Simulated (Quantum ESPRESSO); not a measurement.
# BP (F-43m) under biaxial strain: a fit and a test

How do the zone-centre modes of BP (F-43m) move in a layer strained in its (001) plane?

Method: DFT LDA, scalar-relativistic, plane waves, PseudoDojo norm-conserving pseudopotentials, in Quantum ESPRESSO 7.5.

**1. The relaxed structure**

It takes space group F-43m (No. 216, cubic). Conventional cell: a = 4.487 Å, b = 4.487 Å, c = 4.487 Å, α = 90.00°, β = 90.00°, γ = 90.00°. Nearest to B lie 4 P at 1.94 Å. Nearest to P lie 4 B at 1.94 Å. Farther neighbours are not listed.

As a file:

```cif
data_structure
_symmetry_space_group_name_H-M 'P 1'
_symmetry_Int_Tables_number 1
_cell_length_a 3.1729
_cell_length_b 3.1729
_cell_length_c 3.1729
_cell_angle_alpha 60.000
_cell_angle_beta 60.000
_cell_angle_gamma 60.000
_cell_volume 22.59
loop_
_atom_site_label
_atom_site_type_symbol
_atom_site_fract_x
_atom_site_fract_y
_atom_site_fract_z
_atom_site_occupancy
B1 B 0.00000 0.00000 0.00000 1
P2 P 0.25000 0.25000 0.25000 1
```

This is the cell after its relaxation at this level of theory, not the database cell from which that began.

**2. Strained cells**

The in-plane lattice vectors are held at a strain ε, as on a substrate; the length along z is set so that σ_zz vanishes; symmetry keeps the atoms on their sites. Modes are taken without the LO-TO term. Cutoff 84 Ry, k mesh 12×12×12.

From the response at ε = -0.03:

The log of the run:

```text
[banners, grids, parts of the stress and lines that vanish by symmetry left out]
Program PHONON v.7.5
     Reading xml data from directory:

[...]
Exchange-correlation= PW
                           (   1   4   0   0   0   0   0)
[...]
kinetic-energy cut-off    =      84.0000  Ry
     charge density cut-off    =     336.0000  Ry
     convergence threshold     =      1.0E-18
[...]
Exchange-correlation= PW
                           (   1   4   0   0   0   0   0)
[...]
q = (   0.0000000   0.0000000   0.0000000 )
      9 Sym.Ops. (with q -> -q+G )
     G cutoff =  301.1857  (  15085 G-vectors)     FFT grid: ( 36, 36, 36)
     number of k points=   163
[...]
Mode symmetry, D_2d (-42m) point group:
[...]
Dielectric constant
[...]
End of electric fields calculation
          Dielectric constant in cartesian axis
          (       8.969233351      -0.000000000       0.000000000 )
          (       0.000000000       8.969233351      -0.000000000 )
          (       0.000000000      -0.000000000       9.626125041 )
          Effective charges (d Force / dE) in cartesian axis without acoustic sum rule applied (asr)
           atom    1  B     Mean Z*:       -0.79407
      Ex  (       -0.80554        0.00000        0.00000 )
      Ey  (       -0.00000       -0.80554        0.00000 )
      Ez  (       -0.00000       -0.00000       -0.77114 )
           atom    2  P     Mean Z*:        0.79046
      Ex  (        0.80153       -0.00000        0.00000 )
      Ey  (        0.00000        0.80153       -0.00000 )
      Ez  (       -0.00000       -0.00000        0.76830 )
          Effective charges Sum: Mean:       -0.00362
[...]
Effective charges (d Force / dE) in cartesian axis with asr applied:
           atom    1  B     Mean Z*:       -0.79226
[...]
atom    2  P     Mean Z*:        0.79226
[...]
Representation #   1 mode #   1
[...]
End of self-consistent calculation
     Convergence has been achieved
     Representation #   2 mode #   2
[...]
End of self-consistent calculation
     Convergence has been achieved
     Representation #   3 modes #   3   4
[...]
End of self-consistent calculation
     Convergence has been achieved
     Representation #   4 modes #   5   6
[...]
End of self-consistent calculation
     Convergence has been achieved
[...]
Dielectric constant in cartesian axis
          (       8.969233351      -0.000000000       0.000000000 )
          (       0.000000000       8.969233351      -0.000000000 )
          (       0.000000000      -0.000000000       9.626125041 )
          Effective charges (d Force / dE) in cartesian axis without acoustic sum rule applied (asr)
           atom    1  B     Mean Z*:       -0.79407
      Ex  (       -0.80554        0.00000        0.00000 )
      Ey  (       -0.00000       -0.80554        0.00000 )
      Ez  (       -0.00000       -0.00000       -0.77114 )
           atom    2  P     Mean Z*:        0.79046
      Ex  (        0.80153       -0.00000        0.00000 )
      Ey  (        0.00000        0.80153       -0.00000 )
      Ez  (       -0.00000       -0.00000        0.76830 )
          Effective charges Sum: Mean:       -0.00362
[...]
Effective charges (d Force / dE) in cartesian axis with asr applied:
           atom    1  B     Mean Z*:       -0.79226
[...]
atom    2  P     Mean Z*:        0.79226
[...]
q = (    0.000000000   0.000000000   0.000000000 )
[...]
freq (    1) =      -0.014100 [THz] =      -0.470320 [cm-1]
     freq (    2) =      -0.007998 [THz] =      -0.266770 [cm-1]
     freq (    3) =      -0.007998 [THz] =      -0.266770 [cm-1]
     freq (    4) =      25.718889 [THz] =     857.889802 [cm-1]
     freq (    5) =      25.718889 [THz] =     857.889802 [cm-1]
     freq (    6) =      25.763530 [THz] =     859.378864 [cm-1]
[...]
Mode symmetry, D_2d (-42m) point group:
     freq (   1-   1) =         -0.5  [cm-1]   --> B_2  X_3  W_2   I+R
     freq (   2-   3) =         -0.3  [cm-1]   --> E    X_5  W_3   I+R
     freq (   4-   5) =        857.9  [cm-1]   --> E    X_5  W_3   I+R
     freq (   6-   6) =        859.4  [cm-1]   --> B_2  X_3  W_2   I+R

   JOB DONE.
```

The run at ε = -0.01 is held back.

```csv
ε,ε_zz,"σ_xx (GPa, tension positive)",singlet (cm⁻¹),doublet (cm⁻¹)
-0.03,0.0138,-13.42,859.38,857.89
-0.02,0.0092,-8.64,846.26,846.10
-0.01,0.0046,-4.17,held back,held back
0,0.0000,0.01,821.16,821.16
0.01,-0.0046,3.90,809.19,808.07
0.02,-0.0093,7.53,797.68,794.64
```

**3. The fit**

Parabolas ω = ω₀ + a ε + b ε² through the other rows:

```csv
mode,ω₀ (cm⁻¹),a (cm⁻¹),b (cm⁻¹)
singlet,821.2,-1214,2002
doublet,821.2,-1286,-2043
```

The biaxial modulus, the linear term of σ_xx, is 404 GPa, so the singlet mode moves by a/M = -3.0 cm⁻¹ a GPa of tensile stress. The ratio −ε_zz/ε near zero is 0.46. For ε = -0.01 the fits predict 833.50 and 833.82 cm⁻¹.

**4. The run that was held back**

The log of the run:

```text
[banners, grids, parts of the stress and lines that vanish by symmetry left out]
[banner, memory and clock lines left out]
Program PHONON v.7.5

[...]
Exchange-correlation= PW
                           (   1   4   0   0   0   0   0)
[...]
kinetic-energy cut-off    =      84.0000  Ry
     charge density cut-off    =     336.0000  Ry
     convergence threshold     =      1.0E-18
[...]
Exchange-correlation= PW
                           (   1   4   0   0   0   0   0)
[...]
q = (   0.0000000   0.0000000   0.0000000 )
      9 Sym.Ops. (with q -> -q+G )
     G cutoff =  304.3388  (  15625 G-vectors)     FFT grid: ( 36, 36, 36)
     number of k points=   163
[...]
Mode symmetry, D_2d (-42m) point group:
[...]
Dielectric constant
[...]
End of electric fields calculation
          Dielectric constant in cartesian axis
          (       9.084847809       0.000000000       0.000000000 )
          (      -0.000000000       9.084847809      -0.000000000 )
          (       0.000000000       0.000000000       9.303421291 )
          Effective charges (d Force / dE) in cartesian axis without acoustic sum rule applied (asr)
           atom    1  B     Mean Z*:       -0.69470
      Ex  (       -0.69905       -0.00000        0.00000 )
      Ey  (        0.00000       -0.69905       -0.00000 )
      Ez  (       -0.00000       -0.00000       -0.68600 )
           atom    2  P     Mean Z*:        0.69103
      Ex  (        0.69528       -0.00000       -0.00000 )
      Ey  (        0.00000        0.69528       -0.00000 )
      Ez  (       -0.00000       -0.00000        0.68253 )
[...]
Convergence has been achieved
     Representation #   4 modes #   5   6
[...]
End of self-consistent calculation
     Convergence has been achieved
[...]
Dielectric constant in cartesian axis
          (       9.084847809       0.000000000       0.000000000 )
          (      -0.000000000       9.084847809      -0.000000000 )
          (       0.000000000       0.000000000       9.303421291 )
          Effective charges (d Force / dE) in cartesian axis without acoustic sum rule applied (asr)
           atom    1  B     Mean Z*:       -0.69470
      Ex  (       -0.69905       -0.00000        0.00000 )
      Ey  (        0.00000       -0.69905       -0.00000 )
      Ez  (       -0.00000       -0.00000       -0.68600 )
           atom    2  P     Mean Z*:        0.69103
      Ex  (        0.69528       -0.00000       -0.00000 )
      Ey  (        0.00000        0.69528       -0.00000 )
      Ez  (       -0.00000       -0.00000        0.68253 )
          Effective charges Sum: Mean:       -0.00367
[...]
Effective charges (d Force / dE) in cartesian axis with asr applied:
           atom    1  B     Mean Z*:       -0.69287
[...]
atom    2  P     Mean Z*:        0.69287
[...]
q = (    0.000000000   0.000000000   0.000000000 )
[...]
freq (    1) =      -0.014967 [THz] =      -0.499261 [cm-1]
     freq (    2) =      -0.012010 [THz] =      -0.400617 [cm-1]
     freq (    3) =      -0.012010 [THz] =      -0.400617 [cm-1]
     freq (    4) =      24.988298 [THz] =     833.519903 [cm-1]
     freq (    5) =      24.998085 [THz] =     833.846351 [cm-1]
     freq (    6) =      24.998085 [THz] =     833.846351 [cm-1]
[...]
Mode symmetry, D_2d (-42m) point group:
     freq (   1-   1) =         -0.5  [cm-1]   --> B_2  X_3  W_2   I+R
     freq (   2-   3) =         -0.4  [cm-1]   --> E    X_5  W_3   I+R
     freq (   4-   4) =        833.5  [cm-1]   --> B_2  X_3  W_2   I+R
     freq (   5-   6) =        833.8  [cm-1]   --> E    X_5  W_3   I+R
```

It gives 833.52 and 833.85 cm⁻¹.

**5. Outcome**

| Quantity | Value |
| --- | --- |
| strain coefficient of the singlet mode | -1214 cm⁻¹ |
| strain coefficient of the doublet mode | -1286 cm⁻¹ |
| biaxial modulus | 404 GPa |

**Reading.** One per cent of tensile strain moves the singlet mode of BP (F-43m) by -12.1 cm⁻¹ and the doublet mode by -12.9 cm⁻¹; the fits miss the run held back by up to 0.03 cm⁻¹. At 3 % strain the quadratic term is 5 % of the linear one for the singlet mode and 5 % for the doublet mode. Runs of the series that gave no result are left out: biax0.03-ph (refused). In a polar crystal the line seen along z is the LO mode, whose shift differs. These are harmonic values at zero temperature, without the LO-TO term, for a homogeneous, dislocation-free layer.

[Host names and launcher messages were left out of these logs when they were recorded.]

[Logs are printed without paths, hosts, clocks, repeated set-up lines and the standing remarks that a program may print on its own settings, such as how far it seeks lower states.]

[Hosts, paths, dates, database ids (printed as entryN), source tags and the programs' standing remarks are cut or masked in the printed files.]
